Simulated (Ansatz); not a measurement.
# Sc on V(110): change of the work function, part 4 of 5

Wanted: Δφ(θ) for Sc/V(110), starting from the hollow site.

Ansatz 0.2.0; plane-wave DFT, PBEsol, Ansatz PAW (the session's first sound run).

So far, work function, upper face (eV): step 2 (the clean slab, PBEsol) 4.75; step 3 (the covered slab, coverage 0.25 ML, PBEsol) 2.56; step 4 (adsorbate added, coverage 0.5 ML, PBEsol) 3.07; step 6 (the 0.25 ML cell at another level of theory, cutoff 420 eV, functional LDA) 2.74.

## Step 7: The 0.25 ML cell at another level of theory, cutoff 1410 eV, functional PBE

This step: plane-wave DFT, PBE, JTH PAW (Ansatz 0.2.0).

The geometry is kept and the functional is PBE; other changes against the main runs: JTH PAW files and cutoff 420 → 1410.

The input, input.yaml:

```yaml
crystal:
  lattice:
    - [4.2709249584, -3.02, 0.0]
    - [4.2709249584, 3.02, 0.0]
    - [0.0, 0.0, 27.1477054059]
  atoms:
    - { symbol: V, position: [0.0, 0.0, 0.3315197312] }
    - { symbol: V, position: [0.25, 0.25, 0.4101806142] }
    - { symbol: V, position: [0.0001719075, 0.0001719075, 0.4850172516] }
    - { symbol: V, position: [0.2516477153, 0.2516477153, 0.5598780753] }
    - { symbol: V, position: [0.0, 0.5, 0.3315197312] }
    - { symbol: V, position: [0.25, 0.75, 0.4101806142] }
    - { symbol: V, position: [0.000204622, 0.5001210006, 0.4855154512] }
    - { symbol: V, position: [0.2498321315, 0.7508681021, 0.5547279277] }
    - { symbol: V, position: [0.5, 0.0, 0.3315197312] }
    - { symbol: V, position: [0.75, 0.25, 0.4101806142] }
    - { symbol: V, position: [0.5001210006, 0.000204622, 0.4855154512] }
    - { symbol: V, position: [0.7508681021, 0.2498321315, 0.5547279277] }
    - { symbol: V, position: [0.5, 0.5, 0.3315197312] }
    - { symbol: V, position: [0.75, 0.75, 0.4101806142] }
    - { symbol: V, position: [0.500130364, 0.500130364, 0.4841358107] }
    - { symbol: V, position: [0.749127273, 0.749127273, 0.5597831529] }
    - { symbol: Sc, position: [0.5014013637, 0.5014013637, 0.6334186226] }
kpoints:
  mp_grid: { grid: [6, 6, 1] }
hamiltonian:
  xc: pbe
  pseudopotentials: { kind: paw, source: jth }
scf:
  occupations: { method: fermi_dirac, width: 0.1 }
  convergence: { dr2_threshold: 1.0e-08 }
efield:
  axis: 3
  dipole_correction: true
  ramp_position: 0.97
  ramp_width: 0.06
output:
  write_potential: true
  write_density: true
  volumetric_format: npy
```

The run is started by

```console
> ansatz run input.yaml --threads 4 --pin off --max-ram 6144MiB --backend cpu --events-out ev --progress --plain --runs-dir out
```

Numbers of over 12 decimals in the logs are rounded to 6 here.

The program printed:

```text
Warning: <dir> the checks of this V dataset prove no rule for summing its radial tables, as where they were carried onto another mesh than they were made on, and Gregory's rule is taken, under which a leading mesh point left out moves its sums only by what lay on the interval it spanned. That does not make them correct, and they differ from Quantum ESPRESSO's on this file; a re-export a fraction of a mesh step off can move them. hamiltonian.pseudopotentials.radial_quadrature: simpson_from_first_knot sums it by `pw.x`'s rule; on a PAW file no value gives `pw.x`'s numbers. What more to know: hamiltonian.pseudopotentials.radial_quadrature, in the input reference
Warning: <dir> the checks of this Sc dataset prove no rule for summing its radial tables, as where they were carried onto another mesh than they were made on, and Gregory's rule is taken, under which a leading mesh point left out moves its sums only by what lay on the interval it spanned. That does not make them correct, and they differ from Quantum ESPRESSO's on this file; a re-export a fraction of a mesh step off can move them. hamiltonian.pseudopotentials.radial_quadrature: simpson_from_first_knot sums it by `pw.x`'s rule; on a PAW file no value gives `pw.x`'s numbers. What more to know: hamiltonian.pseudopotentials.radial_quadrature, in the input reference
[...]
Crystal: 17 atoms, lattice volume = 700.313 Å³
Basis set: ecut = 1410 eV, 83935 PW (Γ)
Bands: 132, of which v1, the nominal top of the filled ones, is band 110 counted from 1 (109 counted from 0)
Symmetry: 2 space group operations
[...]
k-points: 13 of 36 (time reversal used)
[...]
SCF iter   1: F=—  HF=-48744.364090 eV  |F-HF|=—  |Δ(HF+E_count)|=         —  Δρ=7.56e-2  dr2=4.50e2  ethr=3.10e-3  p=-0.000 e·Å  D=-6.28e-9 V/Å  ΔV_dip=0.00 eV  dr2_dipole=8.08e0  V_vac-E_F(+/−)=9.14/9.14 eV  ⟨swp⟩=8.8  Hψ=16819  notcnv=0
[...]
SCF iter  23: F=-48720.299737 eV  HF=-48720.299737 eV  |F-HF|=5.82e-11  |Δ(HF+E_count)|=  6.55e-11  Δρ=3.05e-8  dr2=1.16e-11  ethr=1.00e-12  p=0.324 e·Å  D=8.36e-2 V/Å  ΔV_dip=-2.27 eV  dr2_dipole=2.60e-14  V_vac-E_F(+/−)=2.52/4.79 eV  ⟨swp⟩=1.0  Hψ=6968  notcnv=0
SCF 1 converged in 23 iterations: F = -48720.299737 eV  dr2 = 1.16e-11
[...]
SCF converged after 23 iterations
an eigenvalue changed by more than its tolerance at an iteration that met the thresholds in force, so the SCF went on 2 times: the last check was not made
the last check of whether an eigenvalue changes by more than its tolerance under the output density was not made (no_room)
Free energy (F): -48720.299737 eV
[...]
Internal energy: -48719.397537 eV  (E = F + TS)
E sigma→0 (E₀):  -48719.848637 eV
Entropy (-TS):   -0.902200 eV (-53.071 meV/atom)
Fermi energy:    3.318320 eV
Dipole field:    D = 0.083602 V/Å  (p = 0.323556 e·Å, saw-weighted, corrected)
Work function:   Φ+ = 2.5191 eV   Φ− = 4.7888 eV
[...]
--- Band table (eV; the first three rows and the last of 13) ---
  k-point 0: bands = [... 106 lower, 3.5846, 3.6145, 3.6459, 3.7713, 3.8619, 3.8996, 3.9223, 3.9546, ... 18 higher]
  k-point 1: bands = [... 106 lower, 3.3633, 3.5693, 3.6270, 3.6556, 3.6957, 3.7282, 3.7845, 3.8312, ... 18 higher]
  k-point 2: bands = [... 106 lower, 3.0811, 3.1116, 3.1997, 3.3293, 3.3365, 3.3654, 3.3992, 3.4822, ... 18 higher]
  k-point 12: bands = [... 106 lower, 3.1333, 3.2945, 3.4401, 3.4612, 3.5273, 3.5319, 3.5445, 3.6277, ... 18 higher]
```

It took 24 min on 4 threads of Intel Xeon Platinum 8259CL at 2.50GHz (Skylake/Cascade Lake), shared host; peak memory 5.6 GiB.

Numbers from this step:

| Item | Value |
| --- | --- |
| energy at zero smearing | -48719.8486 eV |
| work function, upper face | 2.519 eV |
| work function, lower face | 4.789 eV |
| dipole along the normal | 0.3236 e·Å |
| step between the vacuum levels | -2.270 eV |

The work function comes to 2.52 eV, -0.04 eV from the first level.

## Step 8: The 0.25 ML cell at another level of theory, cutoff 420 eV, functional PBE

This step: plane-wave DFT, PBE, Ansatz PAW (Ansatz 0.2.0).

The geometry is kept and the functional is PBE.

input.yaml, as its differences from that of step 7:

```diff
@@ -27,3 +27,2 @@
   xc: pbe
-  pseudopotentials: { kind: paw, source: jth }
 scf:
```

The program printed:

```text
[...]
Crystal: 17 atoms, lattice volume = 700.313 Å³
Basis set: ecut = 420 eV, 13691 PW (Γ)
Bands: 132, of which v1, the nominal top of the filled ones, is band 110 counted from 1 (109 counted from 0)
Symmetry: 2 space group operations
[...]
k-points: 13 of 36 (time reversal used)
[...]
k-point 0: bands = [... 106 lower, 3.4675, 3.4983, 3.5293, 3.6548, 3.7450, 3.7844, 3.8042, 3.8357, ... 18 higher]
  k-point 1: bands = [... 106 lower, 3.2459, 3.4518, 3.5094, 3.5387, 3.5777, 3.6113, 3.6683, 3.7145, ... 18 higher]
  k-point 2: bands = [... 106 lower, 2.9640, 2.9942, 3.0806, 3.2121, 3.2183, 3.2476, 3.2818, 3.3646, ... 18 higher]
  k-point 12: bands = [... 106 lower, 3.0174, 3.1780, 3.3240, 3.3457, 3.4122, 3.4173, 3.4295, 3.5137, ... 18 higher]
[key lines of the parts left out:]
SCF converged after 10 iterations
Free energy (F): -48726.824070 eV
Fermi energy:    3.201328 eV
Dipole field:    D = 0.083804 V/Å  (p = 0.324334 e·Å, saw-weighted, corrected)
Work function:   Φ+ = 2.5207 eV   Φ− = 4.7958 eV
```

Elapsed: 57 s, on 4 threads; peak memory 2.9 GiB.

The work function comes to 2.52 eV, -0.04 eV from the first level.

## Step 9: The 0.25 ML cell at another level of theory, cutoff 420 eV, functional revpbe

This step: plane-wave DFT, revPBE, Ansatz PAW (Ansatz 0.2.0).

The geometry is kept and the functional is revPBE.

input.yaml, as its differences from that of step 8:

```diff
@@ -26,3 +26,3 @@
 hamiltonian:
-  xc: pbe
+  xc: revpbe
 scf:
```

The program printed:

```text
[...]
Crystal: 17 atoms, lattice volume = 700.313 Å³
Basis set: ecut = 420 eV, 13691 PW (Γ)
Bands: 132, of which v1, the nominal top of the filled ones, is band 110 counted from 1 (109 counted from 0)
Symmetry: 2 space group operations
[...]
k-points: 13 of 36 (time reversal used)
[...]
k-point 0: bands = [... 106 lower, 3.5684, 3.6030, 3.6354, 3.7579, 3.8406, 3.8992, 3.9012, 3.9283, ... 18 higher]
  k-point 1: bands = [... 106 lower, 3.3476, 3.5516, 3.6079, 3.6392, 3.6750, 3.7120, 3.7734, 3.8142, ... 18 higher]
  k-point 2: bands = [... 106 lower, 3.0659, 3.0967, 3.1765, 3.3104, 3.3177, 3.3447, 3.3823, 3.4631, ... 18 higher]
  k-point 12: bands = [... 106 lower, 3.1234, 3.2812, 3.4288, 3.4498, 3.5174, 3.5227, 3.5356, 3.6193, ... 18 higher]
[key lines of the parts left out:]
SCF converged after 11 iterations
Free energy (F): -48780.675804 eV
Fermi energy:    3.302887 eV
Dipole field:    D = 0.084459 V/Å  (p = 0.326871 e·Å, saw-weighted, corrected)
Work function:   Φ+ = 2.3975 eV   Φ− = 4.6903 eV
```

Wall time 62 s (4 threads); peak memory 2.8 GiB.

The work function comes to 2.40 eV, -0.16 eV from the first level.

## Step 10: Comparing the runs

Times are for 4 threads of Intel Xeon Platinum 8259CL at 2.50GHz (Skylake/Cascade Lake), shared host. The series side by side:

```csv
no.,functional,"work function, upper face (eV)",dipole along the normal (e·Å),time,memory (GiB)
1,lda,2.745,0.3232,60 s,2.8
2,pbe,2.519,0.3236,24 min,5.6
3,pbe,2.521,0.3243,57 s,2.9
4,revpbe,2.397,0.3269,62 s,2.8
```

## Step 11: A changed input

This step: plane-wave DFT, PBEsol, Ansatz PAW (Ansatz 0.2.0).

System of this step: ScV8 (Sc/V(110)). The cell holds 18 atoms: 16 V and 2 Sc. Cell: a = 5.231 Å, b = 5.231 Å, c = 27.148 Å, α = 90.0°, β = 90.0°, γ = 70.5°. Vacuum lies along c.

An input spoilt on purpose, to show how the run answers: it repeats the earlier run at 0.5 ML with scf.mixing to algorithm: broyden, beta: 1.0, ndim: 1, preconditioner: none, and scf.max_iter set to 75.

The input, input.yaml:

```yaml
crystal:
  lattice:
    - [4.2709249584, -3.02, 0.0]
    - [4.2709249584, 3.02, 0.0]
    - [0.0, 0.0, 27.1477054059]
  atoms:
    - { symbol: V, position: [0.0, 0.0, 0.3315197312] }
    - { symbol: V, position: [0.25, 0.25, 0.4101806142] }
    - { symbol: V, position: [0.0, 0.0, 0.4851315823] }
    - { symbol: V, position: [0.25, 0.25, 0.5555829233] }
    - { symbol: V, position: [0.0, 0.5, 0.3315197312] }
    - { symbol: V, position: [0.25, 0.75, 0.4101806142] }
    - { symbol: V, position: [0.0, 0.5, 0.4851315823] }
    - { symbol: V, position: [0.25, 0.75, 0.5555829233] }
    - { symbol: V, position: [0.5, 0.0, 0.3315197312] }
    - { symbol: V, position: [0.75, 0.25, 0.4101806142] }
    - { symbol: V, position: [0.5, 0.0, 0.4851315823] }
    - { symbol: V, position: [0.75, 0.25, 0.5555829233] }
    - { symbol: V, position: [0.5, 0.5, 0.3315197312] }
    - { symbol: V, position: [0.75, 0.75, 0.4101806142] }
    - { symbol: V, position: [0.5, 0.5, 0.4851315823] }
    - { symbol: V, position: [0.75, 0.75, 0.5555829233] }
    - { symbol: Sc, position: [0.42, 0.42, 0.6684802688] }
    - { symbol: Sc, position: [0.92, 0.92, 0.6684802688] }
kpoints:
  mp_grid: { grid: [6, 6, 1] }
hamiltonian:
  xc: pbesol
scf:
  occupations: { method: fermi_dirac, width: 0.1 }
  convergence: { dr2_threshold: 1.0e-08 }
  mixing: { algorithm: broyden, beta: 1.0, ndim: 1, preconditioner: none }
  max_iter: 75
efield:
  axis: 3
  dipole_correction: true
  ramp_position: 0.97
  ramp_width: 0.06
relax:
  f_tol: 0.02
  max_steps: 60
  constraints: [{ sites: [0, 1, 4, 5, 8, 9, 12, 13] }]
output:
  bader: true
  dos: { projected: true, e_range: [-8, 4] }
  write_potential: true
  write_density: true
  volumetric_format: npy
```

The program printed:

```text
The last accepted step is kept in <dir> (removed where the run ends without a failure and the disk answers)
Engine: ansatz 0.2.0, x86_64-unknown-linux-gnu
Pseudopotentials: kind: paw
Pseudopotential: V, paw, valence charge 13, recommended cutoff 420 eV (normal), V.paw.azcp
Pseudopotential: Sc, paw, valence charge 11, recommended cutoff 420 eV (normal), Sc.paw.azcp
Functional definition: PBEsol
  exchange = pbesol_x
  correlation = pbesol_c
Crystal: 18 atoms, lattice volume = 700.313 Å³
Basis set: ecut = 420 eV, 13691 PW (Γ), exchange–correlation on 72×72×384 points (8 copies of the dense FFT grid, shifted against one another)
Bands: 138, of which v1, the nominal top of the filled ones, is band 115 counted from 1 (114 counted from 0)
Symmetry: 4 space group operations
Space group: Pm (ITA 6), of the structure as read, at distance tolerance 8.9e-5 Å
k-points: 13 of 36 (time reversal used)
Non-local potential: V, projectors of the file, l = 0: 3, l = 1: 2, l = 2: 3, l = 3: 1
Non-local potential: Sc, projectors of the file, l = 0: 3, l = 1: 2, l = 2: 3, l = 3: 1
PAW form: soft (Blöchl's): semilocal exchange-correlation on the pseudo side does not see the compensation charge
PAW frozen core: V, regenerated for the run's functional, and the local potential with it (the file was generated under x = pbe(κ = 0.804, μ = 0.219515), c = pbe(β = 0.066725))
PAW frozen core: Sc, regenerated for the run's functional, and the local potential with it (the file was generated under x = pbe(κ = 0.804, μ = 0.219515), c = pbe(β = 0.066725))
PAW one-centre angular grid: V, 590 points (default); XC on 64 Gauss nodes
PAW one-centre angular grid: Sc, 590 points (default); XC on 64 Gauss nodes
Initial density: superposition of atomic densities (neutral atoms: chi_scale 0, normalization atom), corrected by the library's trained network
Initial wavefunctions: pseudopotential atomic-orbital guess
Functional: x = pbesol(κ = 0.804, μ = 0.123457), c = pbesol(β = 0.046)
SCF iter   1: F=—  HF=-50377.812014 eV  |F-HF|=—  |Δ(HF+E_count)|=         —  Δρ=2.05e-2  dr2=7.57e1  ethr=1.77e-3  p=0.267 e·Å  D=6.90e-2 V/Å  ΔV_dip=-1.87 eV  dr2_dipole=4.33e1  V_vac-E_F(+/−)=3.15/5.02 eV  ⟨swp⟩=10.6  Hψ=8304  notcnv=0
efield: sawtooth ramp at fractional position 0.9700 (set: `efield.ramp_position`, or a place that a band, a saddle search or an elastic batch's reference lends), width 0.0600; the density the first Hamiltonian is built on has a dipole p = 0.267 e·Å; the dipole correction subtracts the counter field D = 6.90e-2 V/Å, which shifts the + side's vacuum level by -1.87 eV against the − side's; the planar-averaged density in the ramp window peaks in size at 3.1e-5 e/Å³
SCF iter   2: F=—  HF=-56160.349417 eV  |F-HF|=—  |Δ(HF+E_count)|=    5.78e3  Δρ=8.57e-1  dr2=1.42e5  ethr=1.77e-3  p=-18.041 e·Å  D=-4.66e0 V/Å  ΔV_dip=126.55 eV  dr2_dipole=1.19e5  V_vac-E_F(+/−)=109.51/-17.04 eV  ⟨swp⟩=46.0  Hψ=77003  notcnv=178  κ⁻¹=1.0e0(r=1)
SCF iter   3: F=—  HF=-51084.065935 eV  |F-HF|=—  |Δ(HF+E_count)|=    5.08e3  Δρ=4.50e-1  dr2=2.04e4  ethr=1.77e-3  p=-1.156 e·Å  D=-2.99e-1 V/Å  ΔV_dip=8.11 eV  dr2_dipole=7.57e3  V_vac-E_F(+/−)=44.38/36.09 eV  ⟨swp⟩=31.9  Hψ=58684  notcnv=1  defer=99  κ⁻¹=1.0e0(r=1)
SCF iter   4: F=—  HF=-238126.633832 eV  |F-HF|=—  |Δ(HF+E_count)|=    1.87e5  Δρ=1.89e0  dr2=6.47e5  ethr=1.77e-3  p=86.877 e·Å  D=2.24e1 V/Å  ΔV_dip=-609.41 eV  dr2_dipole=5.21e5  V_vac-E_F(+/−)=-83.08/528.62 eV  ⟨swp⟩=46.0  Hψ=127056  notcnv=1703  defer=69  κ⁻¹=1.0e0(r=1)
SCF iter   5: F=—  HF=-120139.036488 eV  |F-HF|=—  |Δ(HF+E_count)|=    1.18e5  Δρ=1.71e0  dr2=2.82e5  ethr=1.77e-3  p=-7.329 e·Å  D=-1.89e0 V/Å  ΔV_dip=51.41 eV  dr2_dipole=5.42e4  V_vac-E_F(+/−)=571.08/526.18 eV  ⟨swp⟩=46.0  Hψ=98403  notcnv=1037  defer=290  κ⁻¹=1.0e0(r=1)
SCF iter   6: F=—  HF=-749370.791597 eV  |F-HF|=—  |Δ(HF+E_count)|=    6.29e5  Δρ=2.76e0  dr2=7.58e5  ethr=1.77e-3  p=-654.381 e·Å  D=-1.69e2 V/Å  ΔV_dip=4590.22 eV  dr2_dipole=3.18e5  V_vac-E_F(+/−)=3986.34/-603.91 eV  ⟨swp⟩=46.0  Hψ=128001  notcnv=1520  defer=274  κ⁻¹=1.0e0(r=1)
WARN: SCF iteration 6: the Harris–Foulkes energy stands at -7.4937e5 eV, against -50377.8120 eV at iteration 1 (that of least residual so far), and has stood under the runaway watch's bar for 3 iterations running; the SCF is not ended for it (`scf.max_iter` in the input reference has the rule and what to try)
SCF iter   7: F=—  HF=-199086.561086 eV  |F-HF|=—  |Δ(HF+E_count)|=    5.50e5  Δρ=2.38e0  dr2=2.81e5  ethr=1.77e-3  p=-99.946 e·Å  D=-2.58e1 V/Å  ΔV_dip=701.08 eV  dr2_dipole=2.67e4  V_vac-E_F(+/−)=1105.07/399.69 eV  ⟨swp⟩=46.0  Hψ=98383  notcnv=1046  defer=288  κ⁻¹=1.0e0(r=1)
SCF iter   8: F=—  HF=-542569.844878 eV  |F-HF|=—  |Δ(HF+E_count)|=    3.43e5  Δρ=2.88e0  dr2=6.96e5  ethr=1.77e-3  p=316.567 e·Å  D=8.18e1 V/Å  ΔV_dip=-2220.59 eV  dr2_dipole=3.43e5  V_vac-E_F(+/−)=-446.86/1774.55 eV  ⟨swp⟩=46.0  Hψ=122319  notcnv=1503  defer=291  κ⁻¹=1.0e0(r=1)
SCF iter   9: F=—  HF=-147499.770165 eV  |F-HF|=—  |Δ(HF+E_count)|=    3.95e5  Δρ=2.47e0  dr2=1.30e5  ethr=1.77e-3  p=-214.450 e·Å  D=-5.54e1 V/Å  ΔV_dip=1504.28 eV  dr2_dipole=5.32e4  V_vac-E_F(+/−)=1364.37/-132.71 eV  ⟨swp⟩=46.0  Hψ=104550  notcnv=1321  defer=297  κ⁻¹=1.0e0(r=1)
SCF iter  10: F=—  HF=-126956.937929 eV  |F-HF|=—  |Δ(HF+E_count)|=    2.05e4  Δρ=2.15e0  dr2=1.33e5  ethr=1.77e-3  p=33.972 e·Å  D=8.78e0 V/Å  ΔV_dip=-238.30 eV  dr2_dipole=1.46e2  V_vac-E_F(+/−)=716.52/959.05 eV  ⟨swp⟩=46.0  Hψ=103064  notcnv=1140  defer=286  κ⁻¹=1.0e0(r=1)
SCF iter  11: F=—  HF=-285120.322510 eV  |F-HF|=—  |Δ(HF+E_count)|=    1.58e5  Δρ=2.26e0  dr2=5.92e5  ethr=1.77e-3  p=227.401 e·Å  D=5.88e1 V/Å  ΔV_dip=-1595.12 eV  dr2_dipole=4.20e5  V_vac-E_F(+/−)=-222.31/1372.49 eV  ⟨swp⟩=46.0  Hψ=119848  notcnv=1499  defer=267  κ⁻¹=1.0e0(r=1)
```

It took 10 min on 4 threads; peak memory 2.9 GiB.

Residual by cycle:

cycle, log10 residual and a bar from the least value:
```
        1        1.9 
        2        5.2 #########################
        3        4.3 ##################
        4        5.8 #############################
        5        5.4 ###########################
        6        5.9 ##############################
        7        5.4 ###########################
        8        5.8 ##############################
        9        5.1 ########################
       10        5.1 ########################
       11        5.8 #############################
```

The run was cut off at its time limit.

After 11 cycles the residual stands at 5.9e5.

The fault put into the input: mixing far too strong.

[end of part 4 of 5]

[Logs are printed without paths, hosts, clocks, repeated set-up lines and the standing remarks that a program may print on its own settings, such as how far it seeks lower states.]

[Hosts, paths, dates, database ids (printed as entryN), source tags and the programs' standing remarks are cut or masked in the printed files.]

[Maps of the electrostatic potential energy from Ansatz leave out the sawtooth potential of an applied field or a dipole correction, so their vacuum need not be flat; planar profiles and work functions include it.]
